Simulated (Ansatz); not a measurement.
**H_Br in Na3BrO (Pm-3m): charge-transition levels and formation energies**

Aim: at which Fermi levels does H_Br in Na3BrO (Pm-3m) change its charge? The model is a cell of 60 host atoms with 1 Br taken out and 1 H put in.

Main program and level: Ansatz 0.2.0; place-levels on PBEsol runs: charge-transition levels and formation energies with image-charge correction and potential alignment at the atomic sites.

**1. The structure**

The cell holds 60 atoms: 36 Na, 11 Br, 12 O and 1 H. Cell: a = 10.156 Å, b = 12.847 Å, c = 9.084 Å, α = 90.0°, β = 90.0°, γ = 108.4°. It derives from Na3BrO (space group Pm-3m). Nearest the centre at fractional (0.667, 0.667, 0.500): H57 at 0.00 Å, Na36 at 3.21 Å, Na51 at 3.21 Å, Na52 at 3.21 Å, Na32 at 3.21 Å, Na24 at 3.21 Å, Na33 at 3.21 Å, Na48 at 3.21 Å.

Known beforehand: the electronic dielectric constant, 3.26, and the static one, 9.40, from a response run on this crystal (DFPT, PBEsol) at that run's own cell.

The cell's shortest repeat is 9.1 Å.

**2. Charge states**

A transition level is the Fermi level at which two charge states cost the same, so each charge needs its own total energy, at its own relaxed structure.

Each atom starts 0.05 Å or so off its site in a random direction: a symmetric start keeps its symmetry, and would miss off-centre moves and Jahn–Teller distortions. Forces are taken at one point at (¼, ¼, ¼). The cell holds 1 electron more than the neutral one, with a uniform background that keeps it neutral on the whole. The electron count is odd, so at least one spin is unpaired; this run locks the moment at 1 μB.

The sampling was tested on the host first: at the k-points planned (1x1x1 shifted 0.25 0.25 0.25) its energy lies 0.000 eV an atom from the dense-mesh value, under the bound of 0.02 eV set for this test; that bounds the host's error, not the defect's.

One of the inputs; charge, spin and start change from state to state.

qm1_M1.relax/input.yaml reads:

```yaml
crystal:
  lattice:
    - [9.08406599, 4.54203299, 0.0]
    - [-9.08406599, 9.08406599, 0.0]
    - [0.0, 0.0, 9.08406599]
  atoms:
    - { symbol: Na, position: [0.16666667, 0.16666667, 0.25] }
    - { symbol: Na, position: [0.5, 0.0, 0.25] }
[... 12 atom lines left out ...]
    - { symbol: O, position: [0.66666667, 0.41666667, 0.25] }
[... 8 atom lines left out ...]
    - { symbol: Na, position: [0.66666667, 0.41666667, 0.5] }
[... 5 atom lines left out ...]
    - { symbol: O, position: [0.66666667, 0.41666667, 0.75] }
[... 1 atom line left out ...]
    - { symbol: Na, position: [0.5, 0.5, 0.25] }
    - { symbol: Na, position: [0.83333333, 0.83333333, 0.25] }
[... 1 atom line left out ...]
    - { symbol: Na, position: [0.5, 0.75, 0.25] }
    - { symbol: Na, position: [0.83333333, 0.58333333, 0.25] }
[... 6 atom lines left out ...]
    - { symbol: O, position: [0.0, 0.75, 0.25] }
    - { symbol: O, position: [0.33333333, 0.58333333, 0.25] }
    - { symbol: O, position: [0.66666667, 0.91666667, 0.25] }
[... 1 atom line left out ...]
    - { symbol: Na, position: [0.5, 0.5, 0.75] }
    - { symbol: Na, position: [0.83333333, 0.83333333, 0.75] }
[... 1 atom line left out ...]
    - { symbol: Na, position: [0.5, 0.75, 0.75] }
    - { symbol: Na, position: [0.83333333, 0.58333333, 0.75] }
    - { symbol: Na, position: [0.0, 0.75, 0.5] }
    - { symbol: Na, position: [0.33333333, 0.58333333, 0.5] }
    - { symbol: Na, position: [0.66666667, 0.91666667, 0.5] }
[... 2 atom lines left out ...]
    - { symbol: H, position: [0.66666667, 0.66666667, 0.5] }
    - { symbol: O, position: [0.0, 0.75, 0.75] }
[... 1 atom line left out ...]
    - { symbol: O, position: [0.66666667, 0.91666667, 0.75] }
  host:
    repeats: [1, 2, 2]
    atoms:
      - { symbol: Na, position: [0.16666667, 0.33333333, 0.5] }
      - { symbol: Na, position: [0.5, 0.0, 0.5] }
      # ... 13 more atoms of the perfect host
total_charge: -1
basis:
  ecutwfc: 420
  xc_grid: 2
hamiltonian:
  xc: pbesol
kpoints:
  mp_grid: { grid: [1, 1, 1], shift: [0.25, 0.25, 0.25] }
magnetization:
  spin_polarized: true
  initial_magnetization: 1
  spin_locking: { lock_magnetization: hard }
scf:
  occupations: { method: fixed }
  max_iter: 60
output:
  forces: true
  charged_corrections:
    epsilon: 3.26
    static_epsilon: 9.4
    defect_position: [0.666667, 0.666667, 0.5]
relax:
  f_tol: 0.02
  max_steps: 80
  random_displacement: { amplitude: 0.05, seed: 7695 }
checkpoint:
  write: "../qm1_M1.relax.run"
  compress: false
  write_wavefunctions: true
  write_every: 100000
```

Run with:

```sh
$ ansatz run input.yaml --threads 4 --pin off --max-ram 7536MiB --backend cpu --events-out ev --progress --plain --runs-dir out
```

Defect states can disperse in a cell of this size, so the energy is taken again at a 2×2×2 shifted mesh, on the relaxed structure.

The run of this state that the levels use, under PBEsol:

qm1_M1.point/input.yaml reads:

```yaml
crystal:
  checkpoint: "../qm1_M1.relax.run"
  host: checkpoint
total_charge: -1
basis:
  ecutwfc: 420
  xc_grid: 2
hamiltonian:
  xc: pbesol
kpoints:
  mp_grid: { grid: [2, 2, 2], shift: [0.5, 0.5, 0.5] }
magnetization:
  spin_polarized: true
  initial_magnetization: 1
  spin_locking: { lock_magnetization: hard }
scf:
  occupations: { method: fermi_dirac, width: 0.01 }
  max_iter: 60
output:
  forces: true
  eigenvalues: true
  charged_corrections:
    epsilon: 3.26
    static_epsilon: 9.4
    defect_position: [0.666667, 0.666667, 0.5]
  eigenstates: { localisation: true }
  populations: true
  efg: {}
  band_densities: [{ bands: [v1, v1] }, { bands: [c1, c1] }]
  write_density: true
  write_potential: true
  volumetric_format: npy
checkpoint:
  read: "../qm1_M1.relax.run"
  write: "../qm1_M1.point.run"
  compress: false
  write_wavefunctions: false
  write_every: 100000
```

Relaxations under PBEsol at one point at (¼, ¼, ¼); times on 4 threads of Intel Xeon 6975P-C (Granite Rapids), shared host:

```
charge  moment (μB)  occupations    outcome  steps  largest displacement against the far atoms (Å)     time
    −1            1        fixed  converged      4                                            0.06     74 s
     0            0        fixed  converged     11                                            0.50     93 s
    +1            1        fixed  converged     16                                            0.89  9.4 min
```

Single points under PBEsol at a 2×2×2 shifted mesh; times on 4 threads of Intel Xeon 6975P-C (Granite Rapids), shared host:

```
charge  moment (μB)  occupations    outcome     time
    −1            1  fermi-dirac  converged  2.5 min
     0            0  fermi-dirac  converged     58 s
    +1            1  fermi-dirac  converged  3.1 min
```

Distances (Å) from H57 to the nearest atoms after relaxation with PBEsol:

```
charge  moment (μB)       1.       2.       3.       4.       5.       6.
    −1            1  Na 3.14  Na 3.14  Na 3.15  Na 3.16  Na 3.17  Na 3.17
     0            0  Na 2.61  Na 2.77  Na 2.89  Na 2.90  Na 3.02  Na 3.12
    +1            1  Na 2.53  Na 2.59  Na 2.62  Na 2.72  Na 3.19  Na 3.28
```

**3. place-levels, PBEsol**

A charged cell interacts with its images and the background, and its potential has another zero than the host's. place-levels removes the first by a point-charge model, screened by the static dielectric constant since the ions have relaxed around the charge, and the second by comparing potentials at atoms far from the defect.

The host is a run of the defect-free crystal in the same cutoffs, grids and k-points, so that basis and sampling errors cancel in part in the differences. Its band edges come from a run of the primitive cell that searches the zone for them. The host is run in a cell of 15 atoms on a matching mesh. Chemical potentials are energies per atom of Br (solid Br2 (Cmce)) and H (H2 molecule), run with the same functional and cutoff.

levels.point.yaml reads:

```yaml
host:
  run: host.point.run
  levels_from: { run: edges.point.run }
states: [qm1_M1.point.run, q0.point.run, qp1_M1.point.run]
geometry_from:
  qm1_M1.point.run: qm1_M1.relax.run
  q0.point.run: q0.relax.run
  qp1_M1.point.run: qp1_M1.relax.run
chemical_potentials:
  Br:
    energy: -2736.47272
    dataset: "<sha256 of the dataset>"
  H:
    energy: -15.609288
    dataset: "<sha256 of the dataset>"
epsilon: 3.26
static_epsilon: 9.4
vertical:
  - { from: qm1_M1.point.run, to: qm1_M1.point_neutral.run }
  - { from: qp1_M1.point.run, to: qp1_M1.point_neutral.run }
```

Run with:

```sh
$ ansatz place-levels levels.point.yaml -- --threads 4 --pin off --max-ram 7536MiB
```

Numbers of over 12 decimals in the logs are rounded to 6 here.

Log:

```text
[... repeated set-up lines and file paths are left out, and long positions are rounded to six places ...]
(+1/0) 0.000 eV above the valence edge (-0.174 eV without the band-filling correction), 1.938 eV under the conduction edge
(0/-1) 1.994 eV above the valence edge (+2.820 eV without the band-filling correction), in the conduction band
formation energy of charge +1: +3.340 eV with the Fermi level at the valence edge
formation energy of charge 0: +3.340 eV with the Fermi level at the valence edge
formation energy of charge -1: +5.333 eV with the Fermi level at the valence edge
vertical -1 to 0: no energy, since no alignment is typed
  the change from vertical[0].from (qm1_M1.point.run) to vertical[0].to (qm1_M1.point_neutral.run): by its potential at epsilon 3.26 it is spread over the cell along a vector, with an rms radius of about 7.4 Å (4.1 4.3 4.4 Å across the planes of the cell's [...]
vertical +1 to 0: no energy, since no alignment is typed
  the change from vertical[1].from (qp1_M1.point.run) to vertical[1].to (qp1_M1.point_neutral.run): by its potential at epsilon 3.26 it stands at 0.682 0.652 0.313, with an rms radius of about 4.0 Å (2.2 2.9 1.6 Å across the planes of the cell's vectors); [...]
  edges by pbesol of host.levels_from (edges.point.run), its mesh sampled to repeats of 27.25 Å (the valence edge +0.043 eV and the conduction edge -0.624 eV from those of the host's own run), gap 1.938 eV; the host is sampled to repeats of 27.25 Å
  the defect's cells are sampled to repeats of 27.25 Å, like sampling
  charge +1: -90030.7358 eV with its correction of -0.069 eV, at epsilon 9.4, aligned at sites: -0.2732 eV, mean over 39 atomic sites at or beyond 4.54 Å from the defect at [0.6667, 0.6667, 0.5000], with +0.000000 for the charge's moments and without [...]
  states[2] (qp1_M1.point.run): levels filled in part (TS 0.008 eV): its energy is of no whole electron's
  charge 0: +0.000 eV for its dipole among its images, +0.004 omitted
  charge -1: -90021.0351 eV with its correction of +0.356 eV, at epsilon 9.4, aligned at sites: -0.1520 eV, mean over 39 atomic sites at or beyond 4.54 Å from the defect at [0.6667, 0.6667, 0.5000], with +0.006005 for the charge's moments and without [...]
  of states[2] (qp1_M1.point.run): it parts from the run at its places by a charge that spreads by about 2.9 Å along one vector (2.1 Å or more is wide), by its potential at epsilon 3.26, taken for that of held ions (one typed too small widens it), where the [...]
  of states[0] (qm1_M1.point.run): it parts from the run at its places by a charge that spreads by about 4.4 Å along one vector (1.6 Å or more is wide), by its potential at epsilon 3.26, taken for that of held ions (one typed too small widens it), where the [...]
  of vertical[0].from (qm1_M1.point.run): its moments are held at its close (magnetization.spin_locking), by a field of 0.048 eV a Bohr magneton, and its energy and levels are of the state that this holds: a run that lets them go can end lower; [...]
  vertical[1].from (qp1_M1.point.run): levels filled in part (TS 0.008 eV): its energy is of no whole electron's
  of vertical[1].from (qp1_M1.point.run): it parts from the run at its places by a charge that spreads by about 2.9 Å along one vector (2.1 Å or more is wide), by its potential at epsilon 3.26, taken for that of held ions (one typed too small widens it), [...]
```

The job ended after 0.27 s (4 threads of Intel Xeon 6975P-C (Granite Rapids), shared host).

Levels between the charges placed, in eV above the valence top:

```
        gap (eV)  (+1/0)  (0/−1)
PBEsol      1.94    0.00    1.99
```

Corrections by state:

```
charge  moment (μB)  image terms and alignment (eV)  band filling (eV)  ε used  over the lowest of its charge, as the program ranks them, band filling apart (eV)
    +1          1.0                          -0.069             -0.174    9.40                                                                              0.000
     0          0.0                           0.000                  -       -                                                                              0.000
    −1          1.0                           0.356             -0.826    9.40                                                                              0.000
```

The charged structures listed were also run neutral, and place-levels reads from each pair, by the potential or the spins, how wide the charge is by which they differ; that can be the carrier of either run.

```
charge  rms radius (Å)  spread where it is widest against the cell (Å)  wide from (Å)  reading
    +1             4.0                                            2.88           2.11     wide
    −1             7.4                                            4.39           1.57     wide
```

The neutral runs of these pairs need not share the spin of the lowest neutral state, and very wide values only mean spread over the cell.

From the program's caveats on the states, each cut to its opening words:

- charge +1 (1 μB): it parts from the run at its places by a charge that spreads by about 2.9 Å along one vector (2.1 Å or more is wide), by its potential at epsilon 3.26, taken [...]
- charge +1 (1 μB): a band-filling correction moves a carrier to the host's band edge, which changes its energy by -0.174 eV
- charge −1 (1 μB): it parts from the run at its places by a charge that spreads by about 4.4 Å along one vector (1.6 Å or more is wide), by its potential at epsilon 3.26, taken [...]
- charge −1 (1 μB): a band-filling correction moves a carrier to the host's band edge, which changes its energy by -0.826 eV
- charge −1 (1 μB): its alignment with the host at atomic sites is doubtful: the mean over the far sites moves by -0.0788 eV from their farther parts to their nearer, more than [...]
- charge −1 (1 μB): its moments are held at its close (magnetization.spin_locking), by a field of 0.048 eV a Bohr magneton, and its energy and levels are of the state that this [...]

Formation energies (eV), elemental references (Δμ(Br) = 0.00 eV, Δμ(H) = 0.00 eV):

```
charge  Fermi level at the valence top  at the conduction bottom
    +1                            3.34                      5.28
     0                            3.34                      3.34
    −1                            5.33                      3.40
```

**4. The same at the relaxations' own k-points**

The relaxations' own energies give the levels at their sampling, for comparison.

levels.relax_mesh.yaml reads:

```yaml
host:
  run: host.relax.run
  levels_from: { run: edges.relax.run }
states: [qm1_M1.relax.run, q0.relax.run, qp1_M1.relax.run]
chemical_potentials:
  Br:
    energy: -2736.47272
    dataset: "<sha256 of the dataset>"
  H:
    energy: -15.609288
    dataset: "<sha256 of the dataset>"
```

Run with:

```sh
$ ansatz place-levels levels.relax_mesh.yaml -- --threads 4 --pin off --max-ram 7536MiB
```

Log:

```text
[...]
formation energy of charge +1: +3.346 eV with the Fermi level at the valence edge
formation energy of charge 0: +3.346 eV with the Fermi level at the valence edge
formation energy of charge -1: +5.341 eV with the Fermi level at the valence edge
  edges by pbesol of host.levels_from (edges.relax.run), its mesh sampled to repeats of 27.25 Å (the valence edge +0.060 eV and the conduction edge -0.841 eV from those of the host's own run), gap 1.938 eV; the host is sampled to repeats of 13.63 Å
[... the lines on each state left out ...]
```

Wall time 0.1 s (4 threads).

Levels between neighbouring charges, in eV above the valence top:

```
                        gap (eV)  (+1/0)  (0/−1)
one point at (¼, ¼, ¼)      1.94    0.00    1.99
  a 2×2×2 shifted mesh      1.94    0.00    1.99
```

Going from one point at (¼, ¼, ¼) to a 2×2×2 shifted mesh moves formation energies against the elements by up to 0.01 eV; band-filling terms, which differ between samplings, are in these energies.

**5. Summary of results**

```yaml
gap_of_the_host: 1.94 eV (PBEsol)
level_plus_1_over_0: 0.00 eV above the valence top (-0.17 eV above the valence top without the band-filling term)
level_0_minus_1: 1.99 eV above the valence top, past the conduction bottom (2.82 eV above the valence top without the band-filling term)
lowest_of_the_charges_placed_just_above_the_valence_top_0p02_ev: 0
lowest_of_the_charges_placed_just_below_the_conduction_bottom_0p02_ev: 0
lowest_formation_energy_at_mid_gap_of_the_charges_run_elemental_references: 3.34 eV
```

**Reading.** Of the charges placed (−1, 0 and +1), 0 is the lowest from 0.02 eV above the valence top to 0.02 eV below the conduction bottom, a gap of 1.94 eV. States placed: +1 at 1 μB; 0 at 0 μB; −1 at 1 μB. Other spin states or structures, where not listed, weren't placed. The program finds carriers beyond a band edge of the host and adds a band-filling term at charge −1 (-0.83 eV) and +1 (-0.17 eV); steps to such a charge show no bound level, and a defect level inside a band would be read the same way. At charge +1 the atom put in ends up to 0.9 Å from its starting place, so the name tells the start alone and the levels can join different sites. H is taken at its element; compounds, which aren't counted here, bound the chemical potentials and would shift these formation energies. Going from one point at (¼, ¼, ¼) to a 2×2×2 shifted mesh moves formation energies against the elements by up to 0.01 eV; band-filling terms, which differ between samplings, are in these energies. The program doubts the alignment of potentials for at least one state, a sign that the cell is small. Limits: PBEsol makes the gap too small and tends to spread out bound carriers; where a gas molecule sets a chemical potential or the host's formation energy, its binding is uncorrected.

[Logs are printed without paths, hosts, clocks, repeated set-up lines and the standing remarks that a program may print on its own settings, such as how far it seeks lower states.]

[Hosts, paths, dates, database ids (printed as entryN), source tags and the programs' standing remarks are cut or masked in the printed files.]

[Where a table of states has a column of steps, it counts the stored structures, which are thinned; the runs took as many ionic steps or more.]

[A defect's name tells the site on which it was built; relaxed atoms can leave that site.]

[For some hosts the program warned that the k-mesh of the response run may be too coarse for force constants and the static dielectric constant; such warnings are not shown here.]
